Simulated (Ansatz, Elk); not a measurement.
## Bonding as seen by X-rays: TlVN2

The structure of TlVN2 used here is made up (a known structure type with other elements) and was relaxed beforehand with PBEsol. The aim is the Fourier transform of its all-electron density, F(hkl), set beside the sum over free spherical atoms that refinements use.

Method: DFT, PBE, all-electron APW+lo, Dirac cores, scalar-relativistic bands, static density, no spin, in Elk 11.2.3 (patched build).

This account leaves out most program logs.

The structure was built from a prototype and need not be the compound's stable phase.

## 1. The structure

Symmetry: R-3m, No. 166, trigonal system. Conventional cell: a = 2.954 Å, b = 2.954 Å, c = 19.703 Å, α = 90.00°, β = 90.00°, γ = 120.00°. Nearest to Tl lie 6 N at 2.83 Å and 6 Tl at 2.95 Å. Nearest to V lie 6 N at 1.99 Å. N has 3 V at 1.99 Å and 3 Tl at 2.83 Å nearest. Farther neighbours and most contacts between anions are not listed.

## 2. Ground state and structure factors

An all-electron density is needed, since X-rays see the cores too. Task 0 finds the density and task 195 Fourier-transforms it; tshift is off so that phases refer to the origin typed.

File elk.in:

```
tasks
  0
  195

xctype
  20

spinpol
  .false.

rgkmax
  7.0

gmaxvr
  14.0

lmaxo
  7

lmaxapw
  8

swidth
  0.002

tshift
  .false.

ramdisk
  .false.

hmaxvr
  5.5

maxscl
  120

epspot
  1e-06

sppath
  './'

avec
  2.79081065191 1.61127528114 12.41120948519
  -2.79081065191 1.61127528114 12.41120948519
  0.00000000000 -3.22255056228 12.41120948519

atoms
  3
  'Tl.in'
  1
  0.5000000000 0.5000000000 0.5000000000   0.000000 0.000000 0.000000
  'V.in'
  1
  0.0000000000 0.0000000000 0.0000000000   0.000000 0.000000 0.000000
  'N.in'
  2
  0.7186355829 0.7186355829 0.7186355829   0.000000 0.000000 0.000000
  0.2813644171 0.2813644171 0.2813644171   0.000000 0.000000 0.000000

ngridk
  9 9 9
```

Launch:

```console
$ OMP_NUM_THREADS=4 elk
```

Wall time 82 s (4 threads of Arm Neoverse V2, shared host); peak memory 0.22 GiB; 3.1 min of CPU time.

SFACRHO.OUT:

```text

h k l indices transformed by vhmat matrix:
   1.000000000       0.000000000       0.000000000    
   0.000000000       1.000000000       0.000000000    
   0.000000000       0.000000000       1.000000000    

      h      k      l  multipl.   |H|            Re(F)            Im(F)           |F|

      0      0      0      1   0.0000000       118.00000     -0.10967402E-15   118.00000    
     -1     -1     -1      2  0.50625085      -49.441775     -0.27882837E-13   49.441775    
      2      2      2      2   1.0125017       86.965995     -0.52861213E-13   86.965995    
      0      0     -1      6   1.3107451      -53.954055     -0.87133867E-14   53.954055    
      1      1      0      6   1.3429381       76.550549     -0.16700658E-13   76.550549    
     -1     -1     -2      6   1.4646510       89.571814      0.32239531E-13   89.571814    
      3      3      3      2   1.5187525      -59.065735      0.73119837E-13   59.065735    
      1      2      2      6   1.5496750      -57.390011      0.40372025E-13   57.390011    
      2      2      3      6   1.7563975      -41.380271      0.54749113E-13   41.380271    
      3      3      2      6   1.8740550       76.534229     -0.60412814E-13   76.534229    
     -4     -4     -4      2   2.0250034       69.664592      0.88876544E-13   69.664592    
     -3     -3     -4      6   2.1300802       75.268305      0.72902002E-13   75.268305    
      1      0     -1      6   2.2513836       76.702919      0.13052243E-15   76.702919    
      4      3      4      6   2.2661094      -40.462524      0.28318507E-12   40.462524    
      2      0      1     12   2.3076001      -41.803189      0.21202574E-13   41.803189    
     -1     -3     -2     12   2.4685801       66.149689      0.41243364E-13   66.149689    
      5      5      5      2   2.5312542      -42.524617     -0.94685469E-13   42.524617    
      4      4      5      6   2.5499277      -45.898070      0.28318507E-12   45.898070
```

Elk indexes on the primitive cell of elk.in and gives |H| = 4π sin θ/λ in inverse bohr. Below, one row stands for each form hkl of the conventional cell (m members, Friedel mates merged), F is for one primitive cell and the density is static (no thermal factor). Free-atom factors are Waasmaier and Kirfel's, and R is Σm||F|−|F'||/Σm|F|.

```csv
hkl,m,sin θ/λ (Å⁻¹),"abs F, DFT",neutral atoms,diff.
003,2,0.076,49.442,49.777,-0.335
006,2,0.152,86.966,87.259,-0.293
101,6,0.197,53.954,53.775,+0.179
012,6,0.202,76.550,77.257,-0.707
104,6,0.220,89.572,89.544,+0.028
009,2,0.228,59.066,58.493,+0.572
015,6,0.233,57.390,56.945,+0.445
107,6,0.264,41.380,41.511,-0.131
018,6,0.282,76.534,76.829,-0.295
0 0 12,2,0.304,69.665,70.005,-0.340
1 0 10,6,0.320,75.268,75.296,-0.027
110,6,0.339,76.703,76.869,-0.166
0 1 11,6,0.341,40.462,40.406,+0.057
113,12,0.347,41.803,41.714,+0.089
```

## 3. The highest occupied states alone

An energy window below the Fermi level keeps the highest occupied states, to see at which angles they scatter; shallow core shells can lie inside it and anion s states outside. No new self-consistency is needed.

elk.in: that of step 2 with these lines changed.

```diff
@@ -1,3 +1,2 @@
 tasks
-  0
   195
@@ -40,2 +39,5 @@
 
+wsfac
+  -0.237770 0.613470
+
 sppath
```

Launch:

```console
$ OMP_NUM_THREADS=4 elk
```

Run time: 8.7 s. Hardware: 4 threads; peak memory 0.16 GiB; 11 s of CPU time.

States within 15 eV below the Fermi level hold 27.68 electrons; any levels below the window count with the cores, and a count that is not whole means the window cuts a band. Their amplitudes can exceed the total, where window and core parts have opposite phase:

```csv
hkl,sin θ/λ (Å⁻¹),"abs F, window","abs F, all"
003,0.076,2.121,49.442
006,0.152,6.790,86.966
101,0.197,5.026,53.954
012,0.202,1.513,76.550
104,0.220,9.157,89.572
009,0.228,7.697,59.066
015,0.233,6.680,57.390
107,0.264,1.348,41.380
018,0.282,3.285,76.534
0 0 12,0.304,0.797,69.665
```

## 4. Another functional

The difference from free atoms is small, so it is set against the change that LDA (Perdew-Wang) makes.

elk.in: that of step 3 with these lines changed.

```diff
@@ -1,2 +1,3 @@
 tasks
+  0
   195
@@ -4,3 +5,3 @@
 xctype
-  20
+  3
 
@@ -39,5 +40,2 @@
 
-wsfac
-  -0.237770 0.613470
-
 sppath
```

Launch:

```console
$ OMP_NUM_THREADS=4 elk
```

The job ended after 58 s (4 threads; peak memory 0.16 GiB; 1.8 min of CPU time).

Against the first run R = 0.02 %; the largest change is -0.053 at 009.

## 5. Basis size

A smaller basis shows how fast F responds to it; the change is likely larger than the basis error of the first run, but doesn't show convergence.

elk.in: that of step 4 with these lines changed.

```diff
@@ -5,3 +5,3 @@
 xctype
-  3
+  20
 
@@ -11,3 +11,3 @@
 rgkmax
-  7.0
+  5.5
```

Launch:

```console
$ OMP_NUM_THREADS=4 elk
```

The job ended after 62 s (4 threads; peak memory 0.22 GiB; 2.4 min of CPU time).

Against the first run R = 0.04 %; the largest change is +0.080 at 107.

## 6. Basis size

The basis and the expansions that go with it are enlarged, to see whether the differences are converged.

elk.in: that of step 5 with these lines changed.

```diff
@@ -11,12 +11,12 @@
 rgkmax
-  5.5
+  8.5
 
 gmaxvr
-  14.0
+  18.0
 
 lmaxo
-  7
+  9
 
 lmaxapw
-  8
+  10
```

Launch:

```console
$ OMP_NUM_THREADS=4 elk
```

The job ended after 3 min (4 threads; peak memory 0.41 GiB; 7.5 min of CPU time).

Against the first run R = 0.01 %; the largest change is +0.014 at 110.

## 7. Settings against the effect

```csv
run,R against the first run (%),"R against neutral atoms, low angle (%)",wall time
"PBE, rgkmax 7",0.00,0.47,82 s
LDA (Perdew-Wang),0.02,0.45,58 s
rgkmax 5.5,0.04,0.45,62 s
rgkmax 8.5 with larger expansions,0.01,0.48,3 min
```

## 8. What came out

| Property | Result |
| --- | --- |
| R against neutral atoms, sin θ/λ < 0.3 Å⁻¹ | 0.47 % |
| R against neutral atoms, 0.3 to 0.83 Å⁻¹ | 0.13 % |

**Reading.** Independent neutral atoms miss the calculated amplitudes by R = 0.47 % below 0.3 Å⁻¹ and 0.13 % from there to 0.83 Å⁻¹; by shells, 0.68 % below 0.15 Å⁻¹ (1 form), 0.47 % 0.15 to 0.3 (8 forms), 0.17 % 0.3 to 0.45 (16 forms), 0.12 % above 0.45 (93 forms). Bonding, aspherical density and the tables' own atoms all enter these figures, and the runs don't part them. The largest change of an amplitude is -0.71 electrons, at 012. The window's part falls from 27.7 electrons at the origin to at most 0.84 between 0.45 and 0.83 Å⁻¹, where compact states inside the window still scatter. The window holds more than the 18 outer electrons of the free atoms, so shallow core shells lie inside it. Below 0.3 Å⁻¹ the changes that finished (LDA (Perdew-Wang), rgkmax 5.5 and rgkmax 8.5 with larger expansions) move F by R = 0.05 % at most, against the 0.47 % that separates it from free atoms. The k-mesh has no finished test. These runs have no spin, though d or f shells may be open. Spin-orbit coupling is left out, which can matter for elements this heavy. Part of the difference isn't bonding: the tables are fits to free atoms and ions calculated by other methods than this functional. Thermal motion, anomalous dispersion and extinction are left out.

[Logs are printed without paths, hosts, clocks, repeated set-up lines and the standing remarks that a program may print on its own settings, such as how far it seeks lower states.]

[Hosts, paths, dates, database ids (printed as entryN), source tags and the programs' standing remarks are cut or masked in the printed files.]
